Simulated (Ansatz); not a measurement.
# NH3 on Ta(110), ontop start, 2x2 cell: photoemission fingerprints

What would XPS and UPS show for NH3 on Ta(110), ontop start, 2x2 cell? Spin–orbit coupling is left out of the bands throughout.

Program: Ansatz 0.2.0. Level of theory: DFT, PBE, plane-wave PAW, default files, scalar-relativistic. Results are calculated unless marked as measured.

## (1) The starting structure

The cell holds 4 atoms: 4 Ta. Cell: a = 3.310 Å, b = 2.867 Å, c = 22.022 Å, α = 90.0°, β = 90.0°, γ = 54.7°. It derives from Ta. Vacuum lies along c.

## (2) The clean face

The clean face is the reference for what the added atoms change.

File input.yaml:

```yaml
crystal:
  lattice:
    - [3.31, 0.0, 0.0]
    - [1.655, 2.3405234457, 0.0]
    - [0.0, 0.0, 22.0215703372]
  atoms:
    - { symbol: Ta, position: [0.0, 0.0, 0.659424833] }
    - { symbol: Ta, position: [0.5, 0.0, 0.553141611] }
    - { symbol: Ta, position: [0.0, 0.0, 0.446858389] }
    - { symbol: Ta, position: [0.5, 0.0, 0.340575167] }
kpoints:
  mp_grid: { grid: [16, 16, 1] }
scf:
  occupations: { method: fermi_dirac, width: 0.05 }
  n_extra_bands: 12
hamiltonian:
  xc: pbe
  pseudopotentials: { kind: paw }
output:
  forces: true
  write_potential: true
  volumetric_format: []
  dos:
    projected: true
    de: 0.05
    e_range: [-30, 12]
    method: { smearing: { sigma: 0.1, scheme: gaussian } }
efield:
  axis: 3
  dipole_correction: true
relax:
  f_tol: 0.03
  max_steps: 50
  constraints: [{ sites: [2, 3] }]
```

The run is started by

```console
ansatz run input.yaml --threads 8 --pin off --max-ram 20480MiB --backend cpu --events-out ev --progress --plain --runs-dir out
```

Numbers of over 12 decimals in the logs are rounded to 6 here.

What it wrote:

```text
scf.n_extra_bands = 12 over 26 filled bands (N_el = 52.0): the run solves 38 bands
Engine: ansatz 0.2.0, aarch64-unknown-linux-gnu
Pseudopotentials: kind: paw
Pseudopotential: Ta, paw, valence charge 13, recommended cutoff 420 eV (normal), Ta.paw.azcp
Functional definition: PBE
  parameter kappa = 0.804
  parameter beta = 0.066725
  exchange = pbe_x(kappa = kappa, mu = beta*pi^2/3)
  correlation = pbe_c(beta = beta)
Crystal: 4 atoms, lattice volume = 170.604 Å³
Basis set: ecut = 420 eV, 3347 PW (Γ), exchange–correlation on 48×40×300 points (8 copies of the dense FFT grid, shifted against one another)
Bands: 38, of which v1, the nominal top of the filled ones, is band 26 counted from 1 (25 counted from 0)
Symmetry: 4 space group operations
k-points: 73 of 256
Non-local potential: Ta, projectors of the file, l = 0: 3, l = 1: 2, l = 2: 2, l = 3: 1
PAW form: soft (Blöchl's): semilocal exchange-correlation on the pseudo side does not see the compensation charge
PAW one-centre angular grid: Ta, 590 points (default); XC on 64 Gauss nodes
Initial density: superposition of atomic densities (neutral atoms: chi_scale 0, normalization atom), corrected by the library's trained network
Initial wavefunctions: pseudopotential atomic-orbital guess
Functional: x = pbe(κ = 0.804, μ = 0.219515), c = pbe(β = 0.066725)
SCF iter   1: F=—  HF=-39726.741260 eV  |F-HF|=—  |Δ(HF+E_count)|=         —  Δρ=5.89e-3  dr2=1.22e0  ethr=1.77e-3  p=0.000 e·Å  D=1.55e-13 V/Å  ΔV_dip=-0.00 eV  dr2_dipole=2.81e-6  V_vac-E_F(+/−)=5.02/5.02 eV  ⟨swp⟩=6.7  Hψ=12199  notcnv=0  defer=47
efield: sawtooth ramp at fractional position 0.9500 (placed from the atoms, in the widest stretch of the axis that holds none; the zero of the levels goes with the place), width 0.1000; the density the first Hamiltonian is built on has a dipole p = 0.000 e·Å; the dipole correction subtracts the counter field D = 1.55e-13 V/Å, which shifts the + side's vacuum level by -0.00 eV against the − side's; the planar-averaged density in the ramp window peaks in size at 4.4e-5 e/Å³
preconditioner: auto → LDOS  [metal: Δε(μ)=0.021 eV  Ē_g=5.208 eV  σ=0.050 eV  W_gap=0.10  n_scr=14 (ndim 8)  ℏωp=12.7 eV  f_vac=0.489  D(μ)=5.66/eV (n_scr^D=36)  β→1.0]
SCF iter   2: F=—  HF=-39726.702352 eV  |F-HF|=—  |Δ(HF+E_count)|=   3.89e-2  Δρ=1.70e-3  dr2=9.06e-3  ethr=1.77e-3  p=0.000 e·Å  D=5.84e-6 V/Å  ΔV_dip=-0.00 eV  dr2_dipole=1.32e-6  V_vac-E_F(+/−)=4.85/4.85 eV  ⟨swp⟩=1.0  Hψ=3362  notcnv=0  defer=119
SCF iter   3: F=—  HF=-39726.702121 eV  |F-HF|=—  |Δ(HF+E_count)|=   2.31e-4  Δρ=5.26e-4  dr2=2.55e-3  ethr=1.74e-5  p=-0.000 e·Å  D=-3.85e-7 V/Å  ΔV_dip=0.00 eV  dr2_dipole=7.76e-8  V_vac-E_F(+/−)=4.87/4.87 eV  ⟨swp⟩=2.9  Hψ=5469  notcnv=0  defer=279
SCF iter   4: F=—  HF=-39726.702024 eV  |F-HF|=—  |Δ(HF+E_count)|=   9.71e-5  Δρ=1.36e-4  dr2=1.07e-4  ethr=4.90e-6  p=0.000 e·Å  D=2.06e-6 V/Å  ΔV_dip=-0.00 eV  dr2_dipole=4.67e-12  V_vac-E_F(+/−)=4.86/4.86 eV  ⟨swp⟩=2.4  Hψ=3582  notcnv=0  defer=279
iter 5 did not close the SCF: its close was put off for the readings that it lacked (scf_convergence_deferred on its scf_iter line)
SCF iter   5: F=-39726.702034 eV  HF=-39726.702033 eV  |F-HF|=8.39e-7  |Δ(HF+E_count)|=   8.87e-6  Δρ=3.38e-5  dr2=3.20e-6  ethr=2.06e-7  p=0.000 e·Å  D=1.15e-6 V/Å  ΔV_dip=-0.00 eV  dr2_dipole=4.43e-11  V_vac-E_F(+/−)=4.85/4.85 eV  ⟨swp⟩=2.2  Hψ=3361  notcnv=0  defer=279
SCF iter   6: F=-39726.702035 eV  HF=-39726.702035 eV  |F-HF|=1.40e-7  |Δ(HF+E_count)|=   2.24e-6  Δρ=1.28e-5  dr2=6.56e-7  ethr=6.16e-9  p=0.000 e·Å  D=6.23e-7 V/Å  ΔV_dip=-0.00 eV  dr2_dipole=1.67e-11  V_vac-E_F(+/−)=4.85/4.85 eV  ⟨swp⟩=15.2  Hψ=24231  notcnv=0
SCF 1 converged in 6 iterations: F = -39726.702035 eV  dr2 = 6.56e-7
  greatest PAW one-centre occupation: 0.999 electrons in one spin orbital (limit 2), on the Ta atom at site 3 (counted from 0), in its partial waves of l = 0
relax step   1: F+E_penalty+E_count = -39726.70203505 eV  Δ(F+E_penalty+E_count) = +0.000e0 eV  max|allowed force component| = 4.476e-1 eV/Å  Δτ_max = 0.0000 Å  (6 SCF iters, dr2 threshold 2.25e-5 eV, accepted)
Initial density: handed on by an earlier stage of this run
Initial wavefunctions: those handed on with the density
iter 1 solved again at ethr=2.35e-3 eV; its pass at ethr=3.10e-3 eV (dr2=1.22e0 eV) is discarded
SCF iter   1: F=—  HF=-39726.781910 eV  |F-HF|=—  |Δ(HF+E_count)|=         —  Δρ=1.08e-2  dr2=1.17e0  ethr=2.35e-3  p=0.000 e·Å  D=4.37e-7 V/Å  ΔV_dip=-0.00 eV  dr2_dipole=4.43e-3  V_vac-E_F(+/−)=4.89/4.89 eV  ⟨swp⟩=1.0  Hψ=10552  notcnv=0  defer=236
efield: sawtooth ramp at fractional position 0.9500 (handed on by an earlier solve), width 0.1000; the density the first Hamiltonian is built on has a dipole p = 0.000 e·Å; the dipole correction subtracts the counter field D = 4.37e-7 V/Å, which shifts the + side's vacuum level by -0.00 eV against the − side's; the planar-averaged density in the ramp window peaks in size at 1.8e-5 e/Å³
preconditioner: auto → LDOS  [metal: Δε(μ)=0.003 eV  Ē_g=5.351 eV  σ=0.050 eV  W_gap=0.02  n_scr=14 (ndim 8)  ℏωp=12.7 eV  f_vac=0.497  D(μ)=5.15/eV (n_scr^D=20)  β→1.0]
SCF iter   2: F=—  HF=-39726.719536 eV  |F-HF|=—  |Δ(HF+E_count)|=   6.24e-2  Δρ=6.41e-3  dr2=3.17e-1  ethr=2.25e-3  p=0.015 e·Å  D=1.55e-2 V/Å  ΔV_dip=-0.34 eV  dr2_dipole=1.94e-3  V_vac-E_F(+/−)=4.50/4.84 eV  ⟨swp⟩=2.9  Hψ=4149  notcnv=0  defer=236
SCF iter   3: F=—  HF=-39726.683834 eV  |F-HF|=—  |Δ(HF+E_count)|=   3.57e-2  Δρ=1.89e-3  dr2=2.57e-2  ethr=6.10e-4  p=0.007 e·Å  D=6.93e-3 V/Å  ΔV_dip=-0.15 eV  dr2_dipole=1.18e-3  V_vac-E_F(+/−)=4.71/4.86 eV  ⟨swp⟩=3.2  Hψ=5026  notcnv=0  defer=265
SCF iter   4: F=—  HF=-39726.680060 eV  |F-HF|=—  |Δ(HF+E_count)|=   3.77e-3  Δρ=4.25e-4  dr2=6.83e-4  ethr=4.94e-5  p=0.007 e·Å  D=7.51e-3 V/Å  ΔV_dip=-0.17 eV  dr2_dipole=3.01e-5  V_vac-E_F(+/−)=4.70/4.86 eV  ⟨swp⟩=2.7  Hψ=4707  notcnv=0  defer=268
SCF iter   5: F=—  HF=-39726.680083 eV  |F-HF|=—  |Δ(HF+E_count)|=   2.28e-5  Δρ=1.24e-4  dr2=8.34e-5  ethr=1.31e-6  p=0.007 e·Å  D=7.48e-3 V/Å  ΔV_dip=-0.16 eV  dr2_dipole=1.08e-5  V_vac-E_F(+/−)=4.70/4.86 eV  ⟨swp⟩=2.2  Hψ=3340  notcnv=0  defer=268
SCF iter   6: F=—  HF=-39726.680099 eV  |F-HF|=—  |Δ(HF+E_count)|=   1.58e-5  Δρ=3.85e-5  dr2=1.88e-5  ethr=2.41e-8  p=0.007 e·Å  D=7.30e-3 V/Å  ΔV_dip=-0.16 eV  dr2_dipole=6.77e-6  V_vac-E_F(+/−)=4.70/4.86 eV  ⟨swp⟩=19.3  Hψ=25524  notcnv=0
SCF iter   7: F=-39726.680101 eV  HF=-39726.680102 eV  |F-HF|=9.11e-7  |Δ(HF+E_count)|=   2.76e-6  Δρ=1.30e-5  dr2=1.50e-6  ethr=2.41e-8  p=0.007 e·Å  D=7.23e-3 V/Å  ΔV_dip=-0.16 eV  dr2_dipole=4.41e-8  V_vac-E_F(+/−)=4.70/4.86 eV  ⟨swp⟩=12.6  Hψ=20716  notcnv=0
SCF 2 converged in 7 iterations: F = -39726.680101 eV  dr2 = 1.50e-6
  greatest PAW one-centre occupation: 1.000 electrons in one spin orbital (limit 2), on the Ta atom at site 0 (counted from 0), in its partial waves of l = 0
relax step   2: F+E_penalty+E_count = -39726.68010080 eV  Δ(F+E_penalty+E_count) = +2.193e-2 eV  max|allowed force component| = 8.236e-1 eV/Å  Δτ_max = 0.1931 Å  (7 SCF iters, dr2 threshold 1.25e-5 eV, rejected (line search))
iter 1 solved again at ethr=7.51e-4 eV; its pass at ethr=3.10e-3 eV (dr2=3.90e-1 eV) is discarded
SCF iter   1: F=—  HF=-39726.755644 eV  |F-HF|=—  |Δ(HF+E_count)|=         —  Δρ=5.79e-3  dr2=3.75e-1  ethr=7.51e-4  p=0.007 e·Å  D=7.23e-3 V/Å  ΔV_dip=-0.16 eV  dr2_dipole=4.91e-4  V_vac-E_F(+/−)=4.68/4.84 eV  ⟨swp⟩=1.2  Hψ=9241  notcnv=0  defer=265
efield: sawtooth ramp at fractional position 0.9500 (handed on by an earlier solve), width 0.1000; the density the first Hamiltonian is built on has a dipole p = 0.007 e·Å; the dipole correction subtracts the counter field D = 7.23e-3 V/Å, which shifts the + side's vacuum level by -0.16 eV against the − side's; the planar-averaged density in the ramp window peaks in size at 9.4e-6 e/Å³
preconditioner: auto → LDOS  [metal: Δε(μ)=0.025 eV  Ē_g=5.245 eV  σ=0.050 eV  W_gap=0.12  n_scr=14 (ndim 8)  ℏωp=12.7 eV  f_vac=0.493  D(μ)=5.25/eV (n_scr^D=28)  β→1.0]
SCF iter   2: F=—  HF=-39726.734564 eV  |F-HF|=—  |Δ(HF+E_count)|=   2.11e-2  Δρ=3.31e-3  dr2=7.10e-2  ethr=7.21e-4  p=-0.003 e·Å  D=-2.66e-3 V/Å  ΔV_dip=0.06 eV  dr2_dipole=9.61e-3  V_vac-E_F(+/−)=4.92/4.86 eV  ⟨swp⟩=2.8  Hψ=3966  notcnv=0  defer=266
SCF iter   3: F=—  HF=-39726.725568 eV  |F-HF|=—  |Δ(HF+E_count)|=   9.00e-3  Δρ=1.04e-3  dr2=8.95e-3  ethr=1.37e-4  p=0.003 e·Å  D=3.09e-3 V/Å  ΔV_dip=-0.07 eV  dr2_dipole=6.76e-4  V_vac-E_F(+/−)=4.79/4.86 eV  ⟨swp⟩=2.5  Hψ=4672  notcnv=0  defer=270
SCF iter   4: F=—  HF=-39726.724444 eV  |F-HF|=—  |Δ(HF+E_count)|=   1.12e-3  Δρ=2.44e-4  dr2=4.43e-4  ethr=1.72e-5  p=0.003 e·Å  D=2.69e-3 V/Å  ΔV_dip=-0.06 eV  dr2_dipole=9.94e-5  V_vac-E_F(+/−)=4.80/4.86 eV  ⟨swp⟩=2.1  Hψ=3340  notcnv=0  defer=270
SCF iter   5: F=—  HF=-39726.724443 eV  |F-HF|=—  |Δ(HF+E_count)|=   8.04e-7  Δρ=8.28e-5  dr2=4.48e-5  ethr=8.52e-7  p=0.003 e·Å  D=2.77e-3 V/Å  ΔV_dip=-0.06 eV  dr2_dipole=2.73e-6  V_vac-E_F(+/−)=4.80/4.86 eV  ⟨swp⟩=2.0  Hψ=3333  notcnv=0  defer=270
SCF iter   6: F=—  HF=-39726.724334 eV  |F-HF|=—  |Δ(HF+E_count)|=   1.09e-4  Δρ=1.98e-5  dr2=1.98e-6  ethr=8.62e-8  p=0.003 e·Å  D=2.92e-3 V/Å  ΔV_dip=-0.06 eV  dr2_dipole=5.16e-7  V_vac-E_F(+/−)=4.80/4.86 eV  ⟨swp⟩=2.0  Hψ=3535  notcnv=0  defer=270
SCF iter   7: F=—  HF=-39726.724334 eV  |F-HF|=—  |Δ(HF+E_count)|=   3.79e-7  Δρ=5.95e-6  dr2=1.71e-7  ethr=3.81e-9  p=0.003 e·Å  D=2.96e-3 V/Å  ΔV_dip=-0.07 eV  dr2_dipole=7.09e-9  V_vac-E_F(+/−)=4.80/4.86 eV  ⟨swp⟩=2.5  Hψ=4384  notcnv=0  defer=270
SCF iter   8: F=-39726.724334 eV  HF=-39726.724334 eV  |F-HF|=2.26e-9  |Δ(HF+E_count)|=   8.52e-8  Δρ=1.67e-6  dr2=1.80e-8  ethr=1.92e-10  p=0.003 e·Å  D=3.00e-3 V/Å  ΔV_dip=-0.07 eV  dr2_dipole=1.91e-11  V_vac-E_F(+/−)=4.79/4.86 eV  ⟨swp⟩=16.5  Hψ=21436  notcnv=0
SCF 3 converged in 8 iterations: F = -39726.724334 eV  dr2 = 1.80e-8
relax step   3: F+E_penalty+E_count = -39726.72433416 eV  Δ(F+E_penalty+E_count) = -2.230e-2 eV  max|allowed force component| = 2.027e-2 eV/Å  Δτ_max = 0.0955 Å  (8 SCF iters, accepted)
NSCF: frozen V_eff on 73 k-points
the band table was solved once a step of the walk had ended and its energy, with any forces and stress, was formed, with the checks that follow a solve (13878 applications of the Hamiltonian). They found nothing against the state; the energy, forces and stress were not computed again (output.eigenvalues in the input reference)
WARN: The output density's exchange-correlation potential varies sharply where the density is thin. Do not read a vacuum level from v_tot or v_xc, or from such a field of the output density. On a cell that repeats whose density bears no net charge and no dipole along the vacuum's axis use v_es (v_loc + v_h of the components); under efield.dipole_correction with no amplitude use v_es + v_field, which holds any externa [...]
SCF converged after 8 iterations
Free energy (F): -39726.724334 eV
Harris-Foulkes:  -39726.724334 eV  (|F-HF|=2.26e-9)
Internal energy: -39726.681452 eV  (E = F + TS)
E sigma→0 (E₀):  -39726.702893 eV
Entropy (-TS):   -0.042882 eV (-10.721 meV/atom)
Fermi energy:    5.290179 eV
Dipole field:    D = 0.002992 V/Å  (p = 0.002821 e·Å, saw-weighted, corrected)
Work function:   Φ+ = 4.7948 eV   Φ− = 4.8607 eV
Levels:          The Fermi level and band energies are counted from a zero that moves with the ramp; work functions are not
--- Per-component energies (eV) ---
  E_band       = -1113.534408
  E_kinetic    = 1457.861146
  E_local      = -42247.429408  (includes V_loc(G=0)·N_el)
  E_nonlocal   = 59.619798
  E_hartree    = 20439.310092
  E_xc         = -870.177074
  E_vxc        = -811.295176  (∫ρ·V_xc dr)
  E_paw        = -33585.911834  (= ΣΔE_a)
  E_vpaw       = -450.894263  (= ΣTr[D̂ρ^β])
  E_aug_tail   = 0.000572  (compensation charges beyond the density's cutoff)
  E_efield     = 0.000004  (sawtooth field / dipole correction)
  E_vefield    = 0.003661  (∫n·V_field dr)
  E_ewald      = 15020.045251
  E_smearing   = -0.042882  (= −TS)
  E_closure    = -0.000000  (closes the sum)
  Σ components = -39726.724334   (vs F -39726.724334, Δ=0.00e0)
--- Forces (eV/Å), atoms counted from 1 ---
  atom   1  Ta     0.00000000     0.00000000     0.02027356
  atom   2  Ta     0.00000000    -0.00000000    -0.01148253
  atom   3  Ta     0.00000000    -0.00000000    -0.46748629
  atom   4  Ta     0.00000000     0.00000000     0.45872247
  max |Σ_I F_I| component: 2.72e-5 eV/Å
--- Band table (eV; the first three rows and the last of 73) ---
  k-point 0: bands = [... 22 lower, 4.7882, 5.0032, 5.1144, 5.6802, 5.7221, 5.8677, 6.3114, 6.5660, ... 8 higher]
  k-point 1: bands = [... 22 lower, 4.7965, 5.1463, 5.1564, 5.6066, 5.8198, 5.8825, 6.2195, 6.2712, ... 8 higher]
  k-point 2: bands = [... 22 lower, 4.8581, 5.0399, 5.3916, 5.5289, 5.6027, 5.9124, 6.0532, 6.3325, ... 8 higher]
  k-point 72: bands = [... 22 lower, 4.0229, 4.4821, 4.5083, 4.6812, 5.4757, 5.5239, 5.7528, 7.5447, ... 8 higher]
--- Relaxed structure (3 steps of the walk, 2 accepted, 0 SCFs on fresh bases) ---
  F+E_penalty+E_count = -39726.72433416 eV   max|allowed force component| = 2.027e-2 eV/Å
  atoms:
    - { symbol: Ta, position: [1.1327938433639588e-18, -2.2655876867279176e-18, 0.655087] }
    - { symbol: Ta, position: [0.5, 0, 0.553215] }
    - { symbol: Ta, position: [0.0, 0.0, 0.446858389] }
    - { symbol: Ta, position: [0.5, 0.0, 0.340575167] }
```

Wall time 14 s (8 threads of Arm Neoverse V2, shared host); peak memory 0.82 GiB.

Step by step:

| step | energy less that of the first step (eV) | largest force component (eV/Å) |
| --- | --- | --- |
| 1 | 0.0000 | 0.4476 |
| 2 | 0.0219 | 0.8236 |
| 3 | -0.0223 | 0.0203 |

Relaxation step 2 was tried and not accepted.

The run keeps the 4 symmetry operations that it works with, so distortions that break them were not tested.

The atoms that moved most (Å):

| atom | dx | dy | dz | length |
| --- | --- | --- | --- | --- |
| Ta1 | 0.000 | 0.000 | -0.096 | 0.096 |

Final coordinates:

```cif
data_structure
_symmetry_space_group_name_H-M 'P 1'
_symmetry_Int_Tables_number 1
_cell_length_a 3.3100
_cell_length_b 2.8665
_cell_length_c 22.0216
_cell_angle_alpha 90.000
_cell_angle_beta 90.000
_cell_angle_gamma 54.736
_cell_volume 170.60
loop_
_atom_site_label
_atom_site_type_symbol
_atom_site_fract_x
_atom_site_fract_y
_atom_site_fract_z
_atom_site_occupancy
Ta1 Ta 0.00000 0.00000 0.65509 1
Ta2 Ta 0.50000 0.00000 0.55322 1
Ta3 Ta 0.00000 0.00000 0.44686 1
Ta4 Ta 0.50000 0.00000 0.34058 1
```

This step gave:

```yaml
free_energy: -39726.7243 eV
energy_at_zero_smearing: -39726.7029 eV
smearing_term_ts: 0.04288 eV
fermi_energy: 5.290 eV
symmetry_operations: 4
zero_of_energy: Fermi level
share_of_occupied_states_in_no_projected_shell: 0.0179 of the occupied states in the window
dos_at_the_fermi_level: 5.109 states/eV/cell
work_function_upper_face: 4.795 eV
work_function_lower_face: 4.861 eV
```

This run's widths, added to any smearing of the DOS itself: Gaussian 0.1 eV, Lorentzian 0.2 eV. Table of intensity by binding energy, zero at the Fermi level; values in % of the maximum within 13 eV:

| binding energy (eV) | 21.2 eV | 40.8 eV | 1486.7 eV | 5414.7 eV | 5950 eV |
| --- | --- | --- | --- | --- | --- |
| -1.0 | 2.03 | 2.06 | 2.06 | 2.12 | 2.13 |
| -0.5 | 4.71 | 4.78 | 4.78 | 4.91 | 4.93 |
| 0.0 | 40.2 | 40.8 | 40.9 | 42.3 | 42.5 |
| 0.5 | 81.6 | 83.6 | 82.6 | 84.6 | 85.0 |
| 1.0 | 89.8 | 90.8 | 90.1 | 90.8 | 91.0 |
| 1.5 | 88.5 | 88.7 | 88.3 | 88.1 | 88.1 |
| 2.0 | 32.7 | 33.3 | 32.7 | 33.0 | 33.1 |
| 2.5 | 40.4 | 40.5 | 41.2 | 42.4 | 42.7 |
| 3.0 | 50.1 | 50.3 | 51.8 | 54.4 | 54.9 |
| 3.5 | 32.7 | 33.1 | 34.7 | 38.2 | 38.8 |
| 4.0 | 23.2 | 23.2 | 25.7 | 29.6 | 30.3 |
| 4.5 | 8.75 | 8.83 | 11.0 | 14.5 | 15.1 |
| 5.0 | 3.87 | 3.95 | 5.81 | 8.84 | 9.39 |
| 5.5 | 1.77 | 1.81 | 3.21 | 5.46 | 5.87 |
| 6.0 | 1.11 | 1.15 | 2.40 | 4.41 | 4.76 |
| 6.5 | 0.645 | 0.673 | 1.55 | 2.95 | 3.20 |
| 7.0 | 0.421 | 0.441 | 1.13 | 2.23 | 2.42 |
| 7.5 | 0.305 | 0.315 | 0.625 | 1.12 | 1.21 |
| 8.0 | 0.239 | 0.242 | 0.291 | 0.374 | 0.388 |
| 8.5 | 0.199 | 0.201 | 0.227 | 0.271 | 0.279 |
| 9.0 | 0.169 | 0.171 | 0.188 | 0.218 | 0.224 |

The planar mean, electrostatic potential oscillates, so the rows of the table below give means over windows of 1 Å about each position, cut where the curve ends. Its maxima inside the range that stand out by 2 % of the span (Å: eV): 8.7: -1.26, 11.0: -1.24, 13.4: -2.26. Its minima: 7.5: -19.7, 9.8: -19.5, 12.2: -19.5, 14.4: -19.6.

From the Fermi level. Table of planar mean, electrostatic potential by z; means over each step:

z (Å), planar mean, electrostatic potential (eV) and a bar from the least value:
```
        0        4.8 ##############################
        1        4.9 ##############################
        2        4.9 ##############################
        3        4.9 ##############################
        4        4.8 ##############################
        5        4.6 ##############################
        6        2.1 ##########################
        7      -11.7 ######
        8      -11.5 ######
        9       -5.9 ##############
       10      -15.8 
       11       -3.7 ##################
       12      -15.6 
       13       -6.6 #############
       14      -12.8 ####
       15      -10.4 ########
       16        2.5 ###########################
       17        4.6 ##############################
       18        4.8 ##############################
       19        4.8 ##############################
       20        4.8 ##############################
       21        4.8 ##############################
```

The spectra weight each projected shell by its atomic cross section (Dirac–Hartree–Slater) and angular factor, for unpolarised light with the analyser at 90° from the beam. Broadening, on top of any smearing of the DOS itself: a Gaussian of 0.1 eV and a Lorentzian of 0.2 eV plus 0 times the binding energy (full widths), Fermi edge at 300 K. Each atom is damped by exp[−depth/(λ cos θ)], θ = 0° from the normal, λ from the universal curve. The files freeze Ta 4f, so the spectra stop above those lines. Curves are cut 10 eV under the photon energy, above any shell that the free atom's threshold puts out of reach, or at the lower edge of the window: 9.2 eV at 21.2 eV, 9.2 eV at 40.8 eV, 9.2 eV at 1486.7 eV, 9.2 eV at 5414.7 eV and 9.2 eV at 5950 eV. Dipole terms alone, which is rough above 3 keV; no background, satellites or final-state effects.

How the area divides among the shells (%):

| shell | 21.2 eV | 40.8 eV | 1486.7 eV | 5414.7 eV | 5950 eV |
| --- | --- | --- | --- | --- | --- |
| Ta 6s | 0.1 | 0.2 | 4.3 | 10.2 | 11.2 |
| Ta 5d | 99.7 | 99.7 | 95.4 | 89.2 | 88.2 |

Cross sections used, in Mb an electron:

| shell | 21.2 eV | 40.8 eV | 1486.7 eV | 5414.7 eV | 5950 eV |
| --- | --- | --- | --- | --- | --- |
| Ta 6s | 0.025 | 0.013 | 2.3e-4 | 2.4e-5 | 2.0e-5 |
| Ta 5d | 5.2 | 1.4 | 0.0012 | 5.2e-5 | 4.0e-5 |

At the Fermi level the DOS is 5.11 states/eV a cell, and on the broadened curves Ta 5d holds 84 % of the total there.

[end of part 1 of 4]

[Logs are printed without paths, hosts, clocks, repeated set-up lines and the standing remarks that a program may print on its own settings, such as how far it seeks lower states.]

[Hosts, paths, dates, database ids (printed as entryN), source tags and the programs' standing remarks are cut or masked in the printed files.]

[Maps of the electrostatic potential energy from Ansatz leave out the sawtooth potential of an applied field or a dipole correction, so their vacuum need not be flat; work functions include it.]
